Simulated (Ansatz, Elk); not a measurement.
## BaNiI6: X-ray structure factors from the self-consistent density

Structure refinements treat a crystal as free atoms side by side. For a made-up structure of BaNiI6 (cell and positions from a PBEsol relaxation) the runs below show what the calculated density changes in F(hkl).

Method: DFT, PBE, all-electron APW+lo, Dirac cores, scalar-relativistic bands, static density, no spin, in Elk 11.2.3 (patched build).

The structure was built from a prototype and need not be the compound's stable phase.

### 1. The structure

Symmetry: R-3m, No. 166, trigonal system. Conventional cell: a = 10.672 Å, b = 10.672 Å, c = 8.444 Å, α = 90.00°, β = 90.00°, γ = 120.00°. Ba has 12 I at 3.50 to 4.00 Å nearest. Nearest to I lie 1 Ni at 2.61 Å and 2 Ba at 3.50 to 4.00 Å. Nearest to Ni lie 6 I at 2.61 Å. Farther neighbours and most contacts between anions are not listed.

### 2. Ground state and structure factors

An all-electron density is needed, since X-rays see the cores too. Task 0 finds the density and task 195 Fourier-transforms it; tshift is off so that phases refer to the origin typed.

elk.in reads:

```
tasks
  0
  195

xctype
  20

spinpol
  .false.

rgkmax
  7.0

gmaxvr
  14.0

lmaxo
  7

lmaxapw
  8

swidth
  0.002

tshift
  .false.

ramdisk
  .false.

hmaxvr
  5.5

maxscl
  120

epspot
  1e-06

sppath
  './'

avec
  10.08390898751 5.82194756842 5.31868663022
  -10.08390898751 5.82194756842 5.31868663022
  -0.00000000000 -11.64389513685 5.31868663022

atoms
  3
  'Ba.in'
  1
  0.5000000000 0.5000000000 0.5000000000   0.000000 0.000000 0.000000
  'I.in'
  6
  0.7097895695 0.7097895695 0.0601108803   0.000000 0.000000 0.000000
  0.0601108803 0.7097895695 0.7097895695   0.000000 0.000000 0.000000
  0.7097895695 0.0601108803 0.7097895695   0.000000 0.000000 0.000000
  0.9398891197 0.2902104305 0.2902104305   0.000000 0.000000 0.000000
  0.2902104305 0.2902104305 0.9398891197   0.000000 0.000000 0.000000
  0.2902104305 0.9398891197 0.2902104305   0.000000 0.000000 0.000000
  'Ni.in'
  1
  0.0000000000 0.0000000000 0.0000000000   0.000000 0.000000 0.000000

ngridk
  4 4 4
```

Started as:

```bash
$ OMP_NUM_THREADS=4 elk
```

Numbers of over 12 decimals in the logs are rounded to 6 here.

Output:

```text
┌─────────────────────────┐
│ Elk code version 11.2.3 │
└─────────────────────────┘

All units are atomic (Hartree, Bohr, etc.)

┌─────────────────────────────────────────────────┐
│ Ground-state run starting from atomic densities │
└─────────────────────────────────────────────────┘

Lattice vectors :
   10.08390899       5.821947568       5.318686630
  -10.08390899       5.821947568       5.318686630
  -0.000000000      -11.64389514       5.318686630

Reciprocal lattice vectors :
  0.3115451218      0.1798706599      0.3937805041
 -0.3115451218      0.1798706599      0.3937805041
 -0.2657853294E-17 -0.3597413199      0.3937805041

Unit cell volume      :    1873.496390
Brillouin zone volume :   0.1323996218

Muffin-tin inner radius fraction :   0.1000000000E-01

Nuclei treated as point charges

Species : 1 (Ba)
 parameters loaded from : Ba.in
 name : barium
 nuclear charge    :   -56.00000000
 electronic charge :    56.00000000
 atomic mass :    250331.8071
 muffin-tin radius :    2.800000000
 number of radial points in muffin-tin :   1393
 inner part over the whole radius :   0.9950032293E-02
 number on inner part of muffin-tin    :    996
 approximate nuclear radius :   0.9171481901E-04
 number of mesh points to nuclear radius :    504
 atomic positions (lattice), magnetic fields (Cartesian) :
  1 :   0.50000000  0.50000000  0.50000000    0.00000000  0.00000000  0.00000000

Species : 2 (I)
 parameters loaded from : I.in
 name : iodine
 nuclear charge    :   -53.00000000
 electronic charge :    53.00000000
 atomic mass :    231332.6972
 muffin-tin radius :    2.537204829
 number of radial points in muffin-tin :   1193
 inner part over the whole radius :   0.9900933459E-02
 number on inner part of muffin-tin    :    850
 approximate nuclear radius :   0.9002358621E-04
 number of mesh points to nuclear radius :    431
 atomic positions (lattice), magnetic fields (Cartesian) :
  1 :  -0.29021043 -0.29021043  0.06011088    0.00000000  0.00000000  0.00000000
  2 :   0.06011088 -0.29021043 -0.29021043    0.00000000  0.00000000  0.00000000
  3 :  -0.29021043  0.06011088 -0.29021043    0.00000000  0.00000000  0.00000000
  4 :  -0.06011088  0.29021043  0.29021043    0.00000000  0.00000000  0.00000000
  5 :   0.29021043  0.29021043 -0.06011088    0.00000000  0.00000000  0.00000000
  6 :   0.29021043 -0.06011088  0.29021043    0.00000000  0.00000000  0.00000000

Species : 3 (Ni)
 parameters loaded from : Ni.in
 name : nickel
 nuclear charge    :   -28.00000000
 electronic charge :    28.00000000
 atomic mass :    106991.5231
 muffin-tin radius :    2.342035227
 number of radial points in muffin-tin :    993
 inner part over the whole radius :   0.9859455436E-02
 number on inner part of muffin-tin    :    700
 approximate nuclear radius :   0.7325707712E-04
 number of mesh points to nuclear radius :    335
 atomic positions (lattice), magnetic fields (Cartesian) :
  1 :   0.00000000  0.00000000  0.00000000    0.00000000  0.00000000  0.00000000

Total number of atoms per unit cell :    8
Total muffin-tin volume :    556.2567059
 ratio of muffin-tin to unit cell volume :   0.2969083414

Spin treatment :
 spin-unpolarised

Number of Bravais lattice symmetries :   12
Number of crystal symmetries         :   12
Crystal has inversion symmetry
Real symmetric eigensolver will be used

k-point grid :      4     4     4
k-point offset :    0.000000000       0.000000000       0.000000000
k-point set is reduced with full crystal symmetry group
Total number of k-points :       13

Muffin-tin radius times maximum |G+k| :    7.000000000
 using average radius
Maximum |G+k| for APW functions       :    2.749780187
Maximum (1/2)|G+k|²                   :    3.780645539
Maximum |G| for potential and density :    14.00000000
Constant for pseudocharge density :   10
 order of it for each species :   17  17  17
 order of it for pair densities of each species (exact exchange by exxq0 0: 18) :   12   9   7
Radial integration step length :    1

[...]
electron entropic           :    -0.19156167334210E-02
 total energy                :     -52380.272834046

Density of states at Fermi energy :    136.5571531
 (states/Hartree/unit cell)

Estimated indirect band gap :   0.1138067704E-02
 from k-point 10 to k-point 1
Estimated direct band gap   :   0.2284719148E-02
 at k-point 10

Charges :
 core                        :    264.0000000
 valence                     :    138.0000000
 interstitial                :    17.04041471
 muffin-tins (core leakage)
  species : 1 (Ba)
[...]
species : 2 (I)
[...]
species : 3 (Ni)
[...]
total in muffin-tins        :    384.9595853
 total calculated charge     :    401.9982712
 total charge                :    402.0000000
 error                       :   0.1728779533E-02

RMS change in Kohn-Sham potential (target) :   0.3229160624     (  0.1000000000E-05)
Absolute change in total energy (target)   :    3.328573293     (  0.1000000000E-03)

[... loops 3 to 19 left out ...]

┌──────────────────┐
│ Loop number : 20 │
└──────────────────┘

Energies :
 Fermi                       :     0.152201
 sum of occupied eigenvalues :     -31913.741571199
 electron kinetic            :      55506.661195062
 core electron kinetic       :      53943.892369580
 Coulomb                     :     -106529.32968251
 Coulomb potential           :     -85655.624120853
 nuclear-nuclear             :     -4636.4636113369
 electron-nuclear            :     -118203.30206354
 Hartree                     :      16310.435992361
 Madelung                    :     -63701.517622088
 xc potential                :     -1764.7786454080
 exchange                    :     -1330.4568307184
 correlation                 :     -21.616687908226
 electron entropic           :    -0.15169186172999E-02
 total energy                :     -52374.743522997

Density of states at Fermi energy :    111.7483488
 (states/Hartree/unit cell)

Estimated indirect band gap :   0.1263261627E-02
 from k-point 6 to k-point 6
Estimated direct band gap   :   0.1263261627E-02
 at k-point 6

Charges :
 core                        :    264.0000000
 valence                     :    138.0000000
 interstitial                :    16.91178860
 muffin-tins (core leakage)
  species : 1 (Ba)
[...]
species : 2 (I)
[...]
species : 3 (Ni)
[...]
total in muffin-tins        :    385.0882114
 total calculated charge     :    401.9982497
 total charge                :    402.0000000
 error                       :   0.1750337663E-02

RMS change in Kohn-Sham potential (target) :   0.1429304404E-06 (  0.1000000000E-05)
Absolute change in total energy (target)   :   0.6740615936E-04 (  0.1000000000E-03)

Convergence targets achieved

┌──────────────────┐
│ Loop number : 21 │
└──────────────────┘

Energies :
 Fermi                       :     0.152201
 sum of occupied eigenvalues :     -31913.741570729
 electron kinetic            :      55506.661191867
 core electron kinetic       :      53943.892369464
 Coulomb                     :     -106529.32967992
 Coulomb potential           :     -85655.624125066
 nuclear-nuclear             :     -4636.4636113369
 electron-nuclear            :     -118203.30205383
 Hartree                     :      16310.435985251
 Madelung                    :     -63701.517617385
 xc potential                :     -1764.7786375302
 exchange                    :     -1330.4568303415
 correlation                 :     -21.616687905023
 electron entropic           :    -0.15169181540137E-02
 total energy                :     -52374.743523216

Density of states at Fermi energy :    111.7483119
 (states/Hartree/unit cell)

Estimated indirect band gap :   0.1263270874E-02
 from k-point 6 to k-point 6
Estimated direct band gap   :   0.1263270874E-02
 at k-point 6

Charges :
 core                        :    264.0000000
 valence                     :    138.0000000
 interstitial                :    16.91178872
 muffin-tins (core leakage)
  species : 1 (Ba)
[...]
species : 2 (I)
[...]
atom 5                    :    50.72976204     (  0.2900397672E-03)
   atom 6                    :    50.72976204     (  0.2900397672E-03)
  species : 3 (Ni)
   atom 1                    :    27.08627363     (  0.3776094971E-03)
 total in muffin-tins        :    385.0882113
 total calculated charge     :    401.9982497
 total charge                :    402.0000000
 error                       :   0.1750337697E-02

┌──────────────────────────────┐
│ Self-consistent loop stopped │
└──────────────────────────────┘

Warning : core states of species 2 leak from the muffin-tin :   0.2900397672E-03

Warning : core states of species 3 leak from the muffin-tin :   0.3776094971E-03

Wrote STATE.OUT
```

Wall time 1.8 min (4 threads of Intel Xeon Platinum 8488C (Sapphire Rapids), shared host); peak memory 0.47 GiB.

SFACRHO.OUT:

```text

h k l indices transformed by vhmat matrix:
   1.000000000       0.000000000       0.000000000    
   0.000000000       1.000000000       0.000000000    
   0.000000000       0.000000000       1.000000000    

      h      k      l  multipl.   |H|            Re(F)            Im(F)           |F|

      0      0      0      1   0.0000000       402.00000      0.59718181E-15   402.00000    
      0      1      0      6  0.53336376       17.344660     -0.64882309E-14   17.344660    
      1     -1      0      6  0.62309024       60.151323      0.44030129E-16   60.151323    
     -1      1     -1      6  0.82019410       91.921516      0.84576192E-13   91.921516    
      1      0      1      6  0.86583264       14.852602     -0.26022412E-13   14.852602    
      1      0     -2     12   1.0300290      -180.80997     -0.32423907E-13   180.80997    
      2      0      0      6   1.0667275      -21.246825     -0.55270290E-13   21.246825    
      1      1     -2      6   1.0792240      -62.401024      0.53569836E-16   62.401024    
     -1     -1     -1      2   1.1813415      -283.90623     -0.66500629E-13   283.90623    
     -1     -2      1     12   1.2353741       220.76201     -0.64342288E-14   220.76201    
     -2      0      2      6   1.2461805       101.58330     -0.32528382E-14   101.58330    
     -1     -2      0     12   1.3355932      -7.2081724     -0.12901393E-13   7.2081724    
     -2      1      2     12   1.3555230       68.990937      0.55262209E-13   68.990937    
     -1      3     -1      6   1.4918727      -120.09889     -0.39003061E-13   120.09889    
      3     -1      0     12   1.5174426      -13.011158      0.19480604E-13   13.011158    
     -2     -2      1      6   1.6000913       69.802628      0.13065856E-13   69.802628    
      0      0      3      6   1.6000913       122.03399     -0.97977748E-14   122.03399    
     -1     -1     -2      6   1.6156804       44.491702     -0.25874288E-13   44.491702
```

Elk indexes on the primitive cell of elk.in and gives |H| = 4π sin θ/λ in inverse bohr. Below, one row stands for each form hkl of the conventional cell (m members, Friedel mates merged), F is for one primitive cell and the density is static (no thermal factor). Free-atom factors are Waasmaier and Kirfel's, and R is Σm||F|−|F'||/Σm|F|.

```
hkl   m  sin θ/λ (Å⁻¹)  abs F, DFT  neutral atoms   diff.
101   6          0.080      17.345         17.336  +0.009
110   6          0.094      60.151         59.846  +0.305
021   6          0.123      91.921         91.831  +0.091
012   6          0.130      14.853         14.919  -0.066
211  12          0.155     180.810        180.755  +0.055
202   6          0.160      21.247         21.200  +0.046
300   6          0.162      62.401         62.568  -0.167
003   2          0.178     283.906        283.798  +0.108
122  12          0.186     220.762        220.426  +0.336
220   6          0.187     101.583        101.640  -0.057
113  12          0.201       7.208          7.412  -0.204
131  12          0.204      68.991         68.773  +0.218
401   6          0.224     120.099        119.894  +0.205
312  12          0.228      13.011         13.275  -0.264
```

### 3. The highest occupied states alone

An energy window below the Fermi level keeps the highest occupied states, to see at which angles they scatter; shallow core shells can lie inside it and anion s states outside. No new self-consistency is needed.

elk.in, as its differences from that of step 2:

```diff
@@ -1,3 +1,2 @@
 tasks
-  0
   195
@@ -40,2 +39,5 @@
 
+wsfac
+  -0.399040 0.452200
+
 sppath
```

Started as:

```bash
$ OMP_NUM_THREADS=4 elk
```

Output:

```text
┌─────────────────────────────────┐
│ Elk code version 11.2.3 started │
└─────────────────────────────────┘

Info(readinput): the functional depends on the density's gradient
 muffin-tin radial points multiplied by    2.00000
 (not where nrmtscf is given)

┌────────────────────┐
│ Current task : 195 │
└────────────────────┘
Info(checkmt): changed muffin-tin radius of species 2 (I) from   2.6000 to   2.5372
Info(checkmt): changed muffin-tin radius of species 3 (Ni) from   2.4000 to   2.3420

Info(sfacrho): density structure factors written to SFACRHO.OUT

 Energy window :  -0.3990400000      0.4522000000

┌──────────────────┐
│ Elk code stopped │
└──────────────────┘
```

Elapsed: 37 s, on 4 threads; peak memory 0.33 GiB; 43 s of CPU time.

States within 15 eV below the Fermi level hold 60.00 electrons; any levels below the window count with the cores. Their amplitudes can exceed the total, where window and core parts have opposite phase:

```
hkl  sin θ/λ (Å⁻¹)  abs F, window  abs F, all
101          0.080          7.892      17.345
110          0.094         11.818      60.151
021          0.123         12.470      91.921
012          0.130          6.831      14.853
211          0.155          3.725     180.810
202          0.160          4.928      21.247
300          0.162          3.330      62.401
003          0.178          4.993     283.906
122          0.186         12.861     220.762
220          0.187          8.805     101.583
```

### 4. Another functional

The difference from free atoms is small, so it is set against the change that PBEsol makes.

elk.in, as its differences from that of step 3:

```diff
@@ -1,2 +1,3 @@
 tasks
+  0
   195
@@ -4,3 +5,3 @@
 xctype
-  20
+  22
 
@@ -39,5 +40,2 @@
 
-wsfac
-  -0.399040 0.452200
-
 sppath
```

Started as:

```bash
$ OMP_NUM_THREADS=4 elk
```

Output:

```text
┌─────────────────────────┐
│ Elk code version 11.2.3 │
└─────────────────────────┘

All units are atomic (Hartree, Bohr, etc.)

┌─────────────────────────────────────────────────┐
│ Ground-state run starting from atomic densities │
└─────────────────────────────────────────────────┘

Lattice vectors :
   10.08390899       5.821947568       5.318686630
  -10.08390899       5.821947568       5.318686630
  -0.000000000      -11.64389514       5.318686630

Reciprocal lattice vectors :
  0.3115451218      0.1798706599      0.3937805041
[...]
atom 6                    :    50.71713820     (  0.2925477315E-03)
  species : 3 (Ni)
   atom 1                    :    27.09187920     (  0.3859469098E-03)
 total in muffin-tins        :    385.0136093
 total calculated charge     :    401.9982277
 total charge                :    402.0000000
 error                       :   0.1772274487E-02

┌──────────────────────────────┐
│ Self-consistent loop stopped │
└──────────────────────────────┘

Warning : core states of species 2 leak from the muffin-tin :   0.2925477315E-03

Warning : core states of species 3 leak from the muffin-tin :   0.3859469098E-03

Wrote STATE.OUT
[key lines of the parts left out:]
total energy                :     -52352.492792738
```

Wall time 1.7 min (4 threads); peak memory 0.47 GiB.

Against the first run R = 0.02 %; the largest change is -0.053 at 003.

### 5. A coarser k-mesh

About half the k-points along each axis test the sampling.

elk.in, as its differences from that of step 4:

```diff
@@ -5,3 +5,3 @@
 xctype
-  22
+  20
 
@@ -66,2 +66,2 @@
 ngridk
-  4 4 4
+  2 2 2
```

Started as:

```bash
$ OMP_NUM_THREADS=4 elk
```

Output:

```text
┌─────────────────────────┐
│ Elk code version 11.2.3 │
└─────────────────────────┘

All units are atomic (Hartree, Bohr, etc.)

┌─────────────────────────────────────────────────┐
│ Ground-state run starting from atomic densities │
└─────────────────────────────────────────────────┘

Lattice vectors :
   10.08390899       5.821947568       5.318686630
  -10.08390899       5.821947568       5.318686630
  -0.000000000      -11.64389514       5.318686630

Reciprocal lattice vectors :
  0.3115451218      0.1798706599      0.3937805041
[...]
atom 6                    :    50.73082362     (  0.2900828376E-03)
  species : 3 (Ni)
   atom 1                    :    27.07593331     (  0.3764936830E-03)
 total in muffin-tins        :    385.0845191
 total calculated charge     :    401.9981956
 total charge                :    402.0000000
 error                       :   0.1804381706E-02

┌──────────────────────────────┐
│ Self-consistent loop stopped │
└──────────────────────────────┘

Warning : core states of species 2 leak from the muffin-tin :   0.2900828376E-03

Warning : core states of species 3 leak from the muffin-tin :   0.3764936830E-03

Wrote STATE.OUT
[key lines of the parts left out:]
total energy                :     -52374.732645213
```

The job ended after 64 s (4 threads; peak memory 0.46 GiB; 1.9 min of CPU time).

Against the first run R = 0.01 %; the largest change is +0.037 at 312.

### 6. Settings against the effect

```
          run  R against the first run (%)  R against neutral atoms, low angle (%)  wall time
PBE, rgkmax 7                         0.00                                    0.17    1.8 min
       PBEsol                         0.02                                    0.17    1.7 min
 k-mesh 2×2×2                         0.01                                    0.17       64 s
```

### 7. What came out

| Property | Result |
| --- | --- |
| R against neutral atoms, sin θ/λ < 0.3 Å⁻¹ | 0.17 % |
| R against neutral atoms, 0.3 to 0.54 Å⁻¹ | 0.11 % |

**Reading.** Independent neutral atoms miss the calculated amplitudes by R = 0.17 % below 0.3 Å⁻¹ and 0.11 % from there to 0.54 Å⁻¹; by shells, 0.26 % below 0.15 Å⁻¹ (4 forms), 0.17 % 0.15 to 0.3 (24 forms), 0.11 % 0.3 to 0.45 (63 forms), 0.11 % above 0.45 (58 forms). Bonding, aspherical density and the tables' own atoms all enter these figures, and the runs don't part them. The largest change of an amplitude is -0.39 electrons, at 042. The window's part falls from 60.0 electrons at the origin to at most 2.11 between 0.45 and 0.54 Å⁻¹, where compact states inside the window still scatter. The window holds more than the 54 outer electrons of the free atoms, so shallow core shells lie inside it. Below 0.3 Å⁻¹ the changes that finished (PBEsol and k-mesh 2×2×2) move F by R = 0.01 % at most, against the 0.17 % that separates it from free atoms. The basis has no finished test. These runs have no spin, though d or f shells may be open. Part of the difference isn't bonding: the tables are fits to free atoms and ions calculated by other methods than this functional. Thermal motion, anomalous dispersion and extinction are left out.

[Logs are printed without paths, hosts, clocks, repeated set-up lines and the standing remarks that a program may print on its own settings, such as how far it seeks lower states.]

[Hosts, paths, dates, database ids (printed as entryN), source tags and the programs' standing remarks are cut or masked in the printed files.]
